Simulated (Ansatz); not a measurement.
# Y on Ni(111): change of the work function, part 2 of 5

How does one ordered layer of Y (hcp site) change the work function of Ni(111), and what dipole does each adsorbate carry?

Ansatz 0.2.0; plane-wave DFT, PBE-D3(BJ), Ansatz PAW.

So far, work function, upper face (eV): step 2 (the clean slab) 5.07.

## (3) Adsorbate added

System of this step: YNi16 (Y/Ni(111)). The cell holds 17 atoms: 16 Ni and 1 Y. Cell: a = 4.978 Å, b = 4.978 Å, c = 26.986 Å, α = 90.0°, β = 90.0°, γ = 60.0°. Vacuum lies along c.

The clean slab as it ended is repeated in the plane and the adsorbate is set on one face; the cell's size fixes the coverage, and the k-mesh shrinks with it to keep the sampling density about even. Adsorbate and upper layers relax, since the dipole depends on the height.

input.yaml reads:

```yaml
crystal:
  lattice:
    - [4.9780317395, 0.0, 0.0]
    - [2.4890158698, 4.3111019473, 0.0]
    - [0.0, 0.0, 26.985705089]
  atoms:
    - { symbol: Ni, position: [0.0, 0.0, 0.3335099072], spin: 0.7 }
    - { symbol: Ni, position: [0.1666666667, 0.1666666667, 0.4088191474], spin: 0.7 }
    - { symbol: Ni, position: [0.3333333333, 0.3333333333, 0.4826580653], spin: 0.71 }
    - { symbol: Ni, position: [0.0, 0.0, 0.5565301715], spin: 0.7 }
    - { symbol: Ni, position: [0.0, 0.5, 0.3335099072], spin: 0.7 }
    - { symbol: Ni, position: [0.1666666667, 0.6666666667, 0.4088191474], spin: 0.7 }
    - { symbol: Ni, position: [0.3333333333, 0.8333333333, 0.4826580653], spin: 0.71 }
    - { symbol: Ni, position: [0.0, 0.5, 0.5565301715], spin: 0.7 }
    - { symbol: Ni, position: [0.5, 0.0, 0.3335099072], spin: 0.7 }
    - { symbol: Ni, position: [0.6666666667, 0.1666666667, 0.4088191474], spin: 0.7 }
    - { symbol: Ni, position: [0.8333333333, 0.3333333333, 0.4826580653], spin: 0.71 }
    - { symbol: Ni, position: [0.5, 0.0, 0.5565301715], spin: 0.7 }
    - { symbol: Ni, position: [0.5, 0.5, 0.3335099072], spin: 0.7 }
    - { symbol: Ni, position: [0.6666666667, 0.6666666667, 0.4088191474], spin: 0.7 }
    - { symbol: Ni, position: [0.8333333333, 0.8333333333, 0.4826580653], spin: 0.71 }
    - { symbol: Ni, position: [0.5, 0.5, 0.5565301715], spin: 0.7 }
    - { symbol: "Y", position: [0.3333333333, 0.3333333333, 0.6664900928] }
magnetization:
  spin_polarized: true
kpoints:
  mp_grid: { grid: [7, 7, 1] }
hamiltonian:
  xc: pbe
  dispersion: d3bj
scf:
  occupations: { method: fermi_dirac, width: 0.1 }
  convergence: { dr2_threshold: 1.0e-08 }
efield:
  axis: 3
  dipole_correction: true
  ramp_position: 0.97
  ramp_width: 0.06
relax:
  f_tol: 0.02
  max_steps: 60
  constraints: [{ sites: [0, 1, 4, 5, 8, 9, 12, 13] }]
output:
  bader: true
  dos: { projected: true, e_range: [-8, 4] }
  write_potential: true
  write_density: true
  volumetric_format: npy
  elf: true
```

On the command line:

```
> ansatz run input.yaml --threads 4 --pin off --max-ram 12288MiB --backend cpu --events-out ev --progress --plain --runs-dir out
```

Numbers of over 12 decimals in the logs are rounded to 6 here.

The log of the run:

```text
[...]
Crystal: 17 atoms, lattice volume = 579.135 Å³
Basis set: ecut = 420 eV, 11281 PW (Γ), exchange–correlation on 72×72×384 points (8 copies of the dense FFT grid, shifted against one another)
Bands: 187, of which v1, the nominal top of the filled ones, is band 150 counted from 1 (149 counted from 0)
Symmetry: 6 space group operations
k-points: 8 of 49 (time reversal used)
[...]
Starting moments: Σ|m| = 11.24 μB on 16 of 17 sites
[...]
SCF iter   1: F=—  HF=-97272.363299 eV  |F-HF|=—  |Δ(HF+E_count)|=         —  Δρ=2.06e-2 (↑1.32e-2 ↓2.06e-2)  dr2=8.65e1  dr2_m=5.58e-1  M=11.186 μB ∫|m|=11.815 μB  β_m=1.00  ethr=3.10e-3  p=0.000 e·Å  D=1.94e-6 V/Å  ΔV_dip=-0.00 eV  dr2_dipole=2.85e1  V_vac-E_F(+/−)=6.91/6.91 eV  ⟨swp⟩=8.7  Hψ=14133  notcnv=0  defer=190
[...]
SCF iter  25: F=-97284.997969 eV  HF=-97284.997969 eV  |F-HF|=2.33e-10  |Δ(HF+E_count)|=   4.28e-9  Δρ=4.82e-7 (↑2.48e-7 ↓4.82e-7)  dr2=2.17e-9  dr2_m=2.39e-10  M=9.626 μB ∫|m|=11.715 μB  ethr=3.34e-12  p=0.212 e·Å  D=6.62e-2 V/Å  ΔV_dip=-1.79 eV  dr2_dipole=1.94e-11  V_vac-E_F(+/−)=3.28/5.07 eV  ⟨swp⟩=14.4  Hψ=22449  notcnv=0
SCF 1 converged in 25 iterations: F = -97284.997969 eV  dr2 = 2.17e-9
[...]
relax step   1: F+E_penalty+E_count = -97284.99796907 eV  Δ(F+E_penalty+E_count) = +0.000e0 eV  max|allowed force component| = 2.432e0 eV/Å  Δτ_max = 0.0000 Å  (25 SCF iters, accepted)
[...]
SCF iter  15: F=-97285.329599 eV  HF=-97285.329599 eV  |F-HF|=3.00e-9  |Δ(HF+E_count)|=   2.46e-8  Δρ=6.54e-7 (↑4.00e-7 ↓6.54e-7)  dr2=3.96e-9  dr2_m=4.53e-10  M=9.444 μB ∫|m|=11.462 μB  ethr=3.34e-12  p=0.216 e·Å  D=6.75e-2 V/Å  ΔV_dip=-1.82 eV  dr2_dipole=8.30e-11  V_vac-E_F(+/−)=3.24/5.07 eV  ⟨swp⟩=11.8  Hψ=21585  notcnv=0
WARN: dispersion: an atom stands within reach of a switch of its C6 between two reference coordination numbers of its element: through that C6 alone, e_disp changes by 0.025 eV or more while the distances to its neighbours run over a stretch of 0.05 Å that contains this geometry (sites counted from 0 in the run's list of atoms or, in a supercell that it derives, in that cell's: here a list of 17) — site 16 (Y): coordination number 2.586 (about 2.36 to 2.81 with every neighbour 0.05 Å farther or nearer), switch near 2.403 between the references 2.890 (weight 0.81) and 1.915 (weight 0.19), e_disp changing by some 0.11 eV. [rest of the remark cut]
SCF 2 converged in 15 iterations: F = -97285.329599 eV  dr2 = 3.96e-9
[...]
relax step   2: F+E_penalty+E_count = -97285.32959897 eV  Δ(F+E_penalty+E_count) = -3.316e-1 eV  max|allowed force component| = 1.495e0 eV/Å  Δτ_max = 0.1947 Å  (15 SCF iters, accepted)
SCF iter   1: F=—  HF=-97285.857493 eV  |F-HF|=—  |Δ(HF+E_count)|=         —  Δρ=3.65e-3 (↑3.06e-3 ↓3.65e-3)  dr2=1.99e-1  dr2_m=4.46e-2  M=9.221 μB ∫|m|=11.168 μB  β_m=1.00  ethr=6.62e-4  p=0.216 e·Å  D=6.75e-2 V/Å  ΔV_dip=-1.82 eV  dr2_dipole=1.56e-4  V_vac-E_F(+/−)=3.25/5.08 eV  ⟨swp⟩=4.7  Hψ=6675  notcnv=0  defer=215
[...]
SCF iter  17: F=-97285.831302 eV  HF=-97285.831302 eV  |F-HF|=8.29e-10  |Δ(HF+E_count)|=   6.23e-9  Δρ=4.27e-7 (↑2.05e-7 ↓4.27e-7)  dr2=2.75e-9  dr2_m=2.68e-10  M=9.227 μB ∫|m|=11.133 μB  ethr=3.34e-12  p=0.229 e·Å  D=7.14e-2 V/Å  ΔV_dip=-1.93 eV  dr2_dipole=5.07e-10  V_vac-E_F(+/−)=3.14/5.07 eV  ⟨swp⟩=6.3  Hψ=17356  notcnv=0
SCF 3 converged in 17 iterations: F = -97285.831302 eV  dr2 = 2.75e-9
relax step   3: F+E_penalty+E_count = -97285.83130194 eV  Δ(F+E_penalty+E_count) = -5.017e-1 eV  max|allowed force component| = 2.505e0 eV/Å  Δτ_max = 0.1986 Å  (17 SCF iters, accepted)
[...]
relax step   4: F+E_penalty+E_count = -97286.33096202 eV  Δ(F+E_penalty+E_count) = -4.997e-1 eV  max|allowed force component| = 1.962e0 eV/Å  Δτ_max = 0.1975 Å  (16 SCF iters, accepted)
[...]
relax step   5: F+E_penalty+E_count = -97286.62723517 eV  Δ(F+E_penalty+E_count) = -2.963e-1 eV  max|allowed force component| = 6.855e-1 eV/Å  Δτ_max = 0.1968 Å  (16 SCF iters, accepted)
[...]
relax step   6: F+E_penalty+E_count = -97286.70523181 eV  Δ(F+E_penalty+E_count) = -7.800e-2 eV  max|allowed force component| = 2.122e-1 eV/Å  Δτ_max = 0.1800 Å  (14 SCF iters, accepted)
[...]
relax step   7: F+E_penalty+E_count = -97286.71356076 eV  Δ(F+E_penalty+E_count) = -8.329e-3 eV  max|allowed force component| = 1.102e-1 eV/Å  Δτ_max = 0.0298 Å  (14 SCF iters, accepted)
[...]
relax step   8: F+E_penalty+E_count = -97286.71575426 eV  Δ(F+E_penalty+E_count) = -2.193e-3 eV  max|allowed force component| = 1.060e-1 eV/Å  Δτ_max = 0.0569 Å  (14 SCF iters, accepted)
SCF iter   1: F=—  HF=-97286.716627 eV  |F-HF|=—  |Δ(HF+E_count)|=         —  Δρ=3.17e-4 (↑2.45e-4 ↓3.17e-4)  dr2=1.81e-3  dr2_m=1.43e-4  M=8.580 μB ∫|m|=10.156 μB  β_m=1.00  ethr=3.78e-6  p=0.304 e·Å  D=9.50e-2 V/Å  ΔV_dip=-2.56 eV  dr2_dipole=2.40e-4  V_vac-E_F(+/−)=2.50/5.06 eV  ⟨swp⟩=2.4  Hψ=5361  notcnv=0  defer=247
[...]
SCF iter  13: F=-97286.716537 eV  HF=-97286.716537 eV  |F-HF|=4.90e-9  |Δ(HF+E_count)|=   1.19e-9  Δρ=2.37e-7 (↑2.37e-7 ↓2.30e-7)  dr2=6.09e-10  dr2_m=1.36e-10  M=8.585 μB ∫|m|=10.165 μB  ethr=1.84e-12  p=0.302 e·Å  D=9.45e-2 V/Å  ΔV_dip=-2.55 eV  dr2_dipole=6.44e-12  V_vac-E_F(+/−)=2.51/5.06 eV  ⟨swp⟩=10.1  Hψ=19913  notcnv=0
SCF 9 converged in 13 iterations: F = -97286.716537 eV  dr2 = 6.09e-10
relax step   9: F+E_penalty+E_count = -97286.71653653 eV  Δ(F+E_penalty+E_count) = -7.823e-4 eV  max|allowed force component| = 3.062e-3 eV/Å  Δτ_max = 0.0118 Å  (13 SCF iters, accepted)
NSCF: frozen V_eff on 8 k-points
[...]
SCF converged after 13 iterations
Magnetization: 8.5849 μB (153.7925 up, 145.2075 down)
Absolute magnetization: 10.1752 μB (∫|ρ↑−ρ↓|, with the PAW one-centre terms)
[...]
Per-site moments (μB) at R_I (Å): [(0.699058, 1.026719), (0.702903, 1.010743), (0.626291, 1.010743), (0.409159, 1.030155), (0.702874, 1.026719), (0.702903, 1.010743), (0.617911, 1.007492), (0.256201, 0.999284), (0.702874, 1.026719), (0.702903, 1.010743), (0.617911, 1.007492), (0.256201, 0.999284), (0.702874, 1.026719), (0.701269, 1.019685), (0.617911, 1.007492), (0.256201, 0.999284), (-0.045650, 1.032214)]
Free energy (F): -97286.716537 eV
[...]
Internal energy: -97285.819055 eV  (E = F + TS)
E sigma→0 (E₀):  -97286.267796 eV
Entropy (-TS):   -0.897482 eV (-52.793 meV/atom)
Fermi energy:    3.673939 eV
Dipole field:    D = 0.094475 V/Å  (p = 0.302367 e·Å, saw-weighted, corrected)
Work function:   Φ+ = 2.5132 eV   Φ− = 5.0627 eV
[...]
--- Forces (eV/Å), atoms counted from 1 ---
  atom   1  Ni     0.00000000    -0.00000000     0.20871017
  atom   2  Ni     0.00591408     0.00341450    -0.26302057
  atom   3  Ni    -0.00000000     0.00000000    -0.00081765
  atom   4  Ni    -0.00000000     0.00000000    -0.00111373
  atom   5  Ni    -0.00369638     0.00213410     0.22314316
  atom   6  Ni    -0.00000000    -0.00682899    -0.26302057
  atom   7  Ni    -0.00065396     0.00037756     0.00126589
  atom   8  Ni     0.00155787    -0.00089944    -0.00217366
  atom   9  Ni    -0.00000000    -0.00426821     0.22314316
  atom  10  Ni    -0.00591408     0.00341450    -0.26302057
  atom  11  Ni    -0.00000000    -0.00075512     0.00126589
  atom  12  Ni     0.00000000     0.00179888    -0.00217366
  atom  13  Ni     0.00369638     0.00213410     0.22314316
  atom  14  Ni     0.00000000    -0.00000000    -0.08747927
  atom  15  Ni     0.00065396     0.00037756     0.00126589
  atom  16  Ni    -0.00155787    -0.00089944    -0.00217366
  atom  17  Y      0.00000000     0.00000000     0.00306242
  max |Σ_I F_I| component: 6.39e-6 eV/Å
--- Band table (eV; the first three rows and the last of 16) ---
  k-point 0 ↑: bands = [... 146 lower, 3.2632, 3.2636, 3.2636, 3.4440, 3.4497, 3.4503, 3.4503, 3.7737, ... 33 higher]
  k-point 1 ↑: bands = [... 146 lower, 3.1460, 3.1623, 3.1870, 3.2736, 3.2992, 3.3477, 3.3778, 3.8862, ... 33 higher]
  k-point 2 ↑: bands = [... 146 lower, 3.0530, 3.0878, 3.1013, 3.1359, 3.1777, 3.1819, 3.2197, 3.5614, ... 33 higher]
  k-point 7 ↓: bands = [... 146 lower, 3.6878, 3.6995, 3.7386, 3.7527, 3.7667, 3.7977, 3.8162, 3.8272, ... 33 higher]
--- Relaxed structure (9 steps of the walk, 9 accepted, 0 SCFs on fresh bases) ---
  F+E_penalty+E_count = -97286.71653653 eV   max|allowed force component| = 3.062e-3 eV/Å
  atoms:
    - { symbol: Ni, position: [1.3061447348317426e-17, 1.3061447348317427e-17, 0.3335099072] }
    - { symbol: Ni, position: [0.166667, 0.166667, 0.4088191474] }
    - { symbol: Ni, position: [0.333333, 0.333333, 0.482364] }
    - { symbol: Ni, position: [1.388001582204839e-17, 1.3880015822064832e-17, 0.563597] }
    - { symbol: Ni, position: [-5.551115123125783e-17, 0.500000, 0.3335099072] }
    - { symbol: Ni, position: [0.166667, 0.666667, 0.4088191474] }
    - { symbol: Ni, position: [0.328448, 0.835776, 0.482789] }
    - { symbol: Ni, position: [-0.00890689, 0.504453, 0.556181] }
    - { symbol: Ni, position: [0.5, 1.3061447347913529e-17, 0.3335099072] }
    - { symbol: Ni, position: [0.666667, 0.166667, 0.4088191474] }
    - { symbol: Ni, position: [0.835776, 0.328448, 0.482789] }
    - { symbol: Ni, position: [0.504453, -0.00890689, 0.556181] }
    - { symbol: Ni, position: [0.5, 0.5, 0.3335099072] }
    - { symbol: Ni, position: [0.666667, 0.666667, 0.4088191474] }
    - { symbol: Ni, position: [0.835776, 0.835776, 0.482789] }
    - { symbol: Ni, position: [0.504453, 0.504453, 0.556181] }
    - { symbol: Y, position: [0.333333, 0.333333, 0.631076] }
--- Bader charges: 17 sites ---
  site symbol  charge [e]  shift [e]    m [muB]
     0     Ni     -0.0288     0.0001     0.6560
     1     Ni      0.0289     0.0001     0.6636
     2     Ni      0.0095     0.0001     0.5933
     3     Ni     -0.2365     0.0005     0.3742
     4     Ni     -0.0263     0.0001     0.6598
     5     Ni      0.0289     0.0001     0.6636
     6     Ni      0.0082     0.0000     0.5849
     7     Ni     -0.3106     0.0002     0.2224
     8     Ni     -0.0263     0.0001     0.6598
     9     Ni      0.0289     0.0001     0.6636
    10     Ni      0.0082     0.0000     0.5849
    11     Ni     -0.3106     0.0002     0.2224
    12     Ni     -0.0263     0.0001     0.6598
    13     Ni      0.0328     0.0002     0.6626
    14     Ni      0.0082     0.0000     0.5849
    15     Ni     -0.3105     0.0002     0.2224
    16      Y      1.1223     0.0012    -0.0933
  estimated error of the sums over rays = 3.8e-4 e
```

Run time: 18 min. Hardware: 4 threads of Arm Neoverse V1, shared host; peak memory 3.4 GiB.

The steps of the relaxation:

```
step  energy less that of the first step (eV)  largest force component (eV/Å)
   1                                   0.0000                          2.4319
   2                                  -0.3316                          1.4955
   3                                  -0.8333                          2.5053
   4                                  -1.3330                          1.9622
   5                                  -1.6293                          0.6855
   6                                  -1.7073                          0.2122
   7                                  -1.7156                          0.1102
   8                                  -1.7178                          0.1060
   9                                  -1.7186                          0.0031
```

Forces are held to the 6 operations that the run works with; a distortion that breaks them can't arise in this run.

The atoms that moved most (Å):

```
atom      dx      dy      dz  length
 Y17   0.000   0.000  -0.956   0.956
 Ni4   0.000   0.000   0.191   0.191
 Ni8  -0.033   0.019  -0.009   0.040
Ni12   0.000  -0.038  -0.009   0.040
Ni16   0.033   0.019  -0.009   0.040
 Ni7  -0.018   0.011   0.004   0.021
Ni11   0.000  -0.021   0.004   0.021
Ni15   0.018   0.011   0.004   0.021
```

Numbers from this step:

```
energy at zero smearing        : -97286.2678 eV
total moment                   : 8.585 μB
work function, upper face      : 2.513 eV
work function, lower face      : 5.063 eV
dipole along the normal        : 0.3024 e·Å
step between the vacuum levels : -2.549 eV
```

Running mean over 2.032 Å of the planar mean; the ramp of the sawtooth is left out. Table of electron's electrostatic potential energy less the Fermi level by z:

```
z (Å)  electron's electrostatic potential energy less the Fermi level (eV)
  3.5                                                                 5.06
  4.0                                                                 5.06
  4.5                                                                 5.06
  5.0                                                                 5.06
  5.5                                                                 5.05
  6.0                                                                 5.01
  6.5                                                                 4.88
  7.0                                                                 4.38
  7.5                                                                 2.23
  8.0                                                                -3.20
  8.5                                                                -8.37
  9.0                                                                -10.1
  9.5                                                                -10.3
 10.0                                                                -10.3
 10.5                                                                -10.4
 11.0                                                                -10.4
 11.5                                                                -10.6
 12.0                                                                -10.8
 12.5                                                                -10.7
 13.0                                                                -10.4
 13.5                                                                -10.4
 14.0                                                                -10.3
 14.5                                                                -10.2
 15.0                                                                -10.3
 15.5                                                                -9.91
 16.0                                                                -7.33
 16.5                                                                -4.21
 17.0                                                                -3.25
 17.5                                                                -2.81
 18.0                                                                -1.35
 18.5                                                                0.477
 19.0                                                                 1.63
 19.5                                                                 2.11
 20.0                                                                 2.33
 20.5                                                                 2.43
 21.0                                                                 2.48
 21.5                                                                 2.50
 22.0                                                                 2.51
 22.5                                                                 2.51
 23.0                                                                 2.51
 23.5                                                                 2.51
```

The density of states has structure finer than the step of the table below, so its rows give means over 0.5 eV, whole bins alone (the curve runs from -8 to 1.98 eV). Peaks (eV: height): total -2.41: 57.0, -2.05: 61.4, -1.59: 71.9, -1.47: 60.4, -1.29: 53.8, -1.02: 57.8, -0.63: 75.4; up -2.29: 34.5, -2.05: 45.2, -1.59: 39.9, -1.20: 34.2, -0.75: 35.8, -0.63: 44.1, -0.54: 38.9; down -2.41: 33.7, -1.86: 29.8, -1.53: 34.5, -1.47: 35.6, -0.66: 33.2, -0.45: 30.9, 0.12: 38.1.

Table of density of states by energy, zero at the Fermi level; means over each step; values in states/eV a cell:

```
energy (eV)  total     up   down
       -7.5   1.01  0.495  0.511
       -7.0   2.02   1.01   1.01
       -6.5   2.34   1.18   1.16
       -6.0   1.58  0.840  0.745
       -5.5   4.33   2.32   2.00
       -5.0   4.60   2.91   1.69
       -4.5   10.1   6.29   3.86
       -4.0   20.6   13.0   7.56
       -3.5   23.2   12.2   10.9
       -3.0   25.6   13.7   11.9
       -2.5   37.6   22.8   14.8
       -2.0   45.6   24.9   20.7
       -1.5   44.8   20.3   24.5
       -1.0   45.1   27.4   17.7
       -0.5   43.6   20.8   22.8
        0.0   27.4   3.43   24.0
        0.5   11.4   4.01   7.38
        1.0   8.58   3.77   4.81
        1.5   9.88   4.24   5.64
```

Projected DOS per atom over height of the atomic layer and energy from the Fermi level. Layers: Ni4 Ni4 Ni4 Ni4 Y from below.

Ten even steps from '_' (0.01 states/eV) to '@' (3.54 states/eV), each cell a mean:
```
________@@
______..%%
..____..++
::::::..==
++++==--..
##**##%%..
@@****##::
@@**####::
%%****%%--
####**%%--
==++==++..
--======__
::====::__
..----..__
..::::..__
__________
__________
__________
__________
__________
__________
__________
```
Columns: height of the atomic layer (Å) from 9 to 17.0; rows upwards: energy from the Fermi level (eV) from -7.96 to 1.95.

Projected DOS per atom, spin up over height of the atomic layer and energy from the Fermi level. Layers: Ni4 Ni4 Ni4 Ni4 Y from below.

Ten even steps from '_' (0.00 states/eV) to '@' (2.02 states/eV), each cell a mean:
```
________##
________##
________==
______..==
______....
++**####..
@@##**##..
##++****..
%%==++##::
%%####%%::
==++++++..
--====--__
::====::__
::==--::__
..::::..__
__________
__________
__________
__________
__________
__________
__________
```
Columns: height of the atomic layer (Å) from 9 to 17.0; rows upwards: energy from the Fermi level (eV) from -7.96 to 1.95.

Projected DOS per atom, spin down over height of the atomic layer and energy from the Fermi level. Layers: Ni4 Ni4 Ni4 Ni4 Y from below.

Ten even steps from '_' (0.00 states/eV) to '@' (1.94 states/eV), each cell a mean:
```
________@@
________**
........++
------..::
%%%%##++..
%%++**##::
**++++++::
@@******::
******%%::
======**::
--==--==..
::====--__
..--::::__
..::::..__
__......__
__________
__________
__________
__________
__________
__________
__________
```
Columns: height of the atomic layer (Å) from 9 to 17.0; rows upwards: energy from the Fermi level (eV) from -7.96 to 1.95.

Site moment by atom:

```
atom  site moment (μB)
 Ni1             0.699
 Ni2             0.703
 Ni3             0.626
 Ni4             0.409
 Ni5             0.703
 Ni6             0.703
 Ni7             0.618
 Ni8             0.256
 Ni9             0.703
Ni10             0.703
Ni11             0.618
Ni12             0.256
Ni13             0.703
Ni14             0.701
Ni15             0.618
Ni16             0.256
 Y17            -0.046
```

(Continued in part 3 of 5.)

[Logs are printed without paths, hosts, clocks, repeated set-up lines and the standing remarks that a program may print on its own settings, such as how far it seeks lower states.]

[Hosts, paths, dates, database ids (printed as entryN), source tags and the programs' standing remarks are cut or masked in the printed files.]

[Maps of the electrostatic potential energy from Ansatz leave out the sawtooth potential of an applied field or a dipole correction, so their vacuum need not be flat; planar profiles and work functions include it.]

[The density of states shown here was stored with 400 of the rows of the run's finer table, so its peaks can read low, often by over a quarter, or be missed, and its means over a window can be off by a tenth or more.]
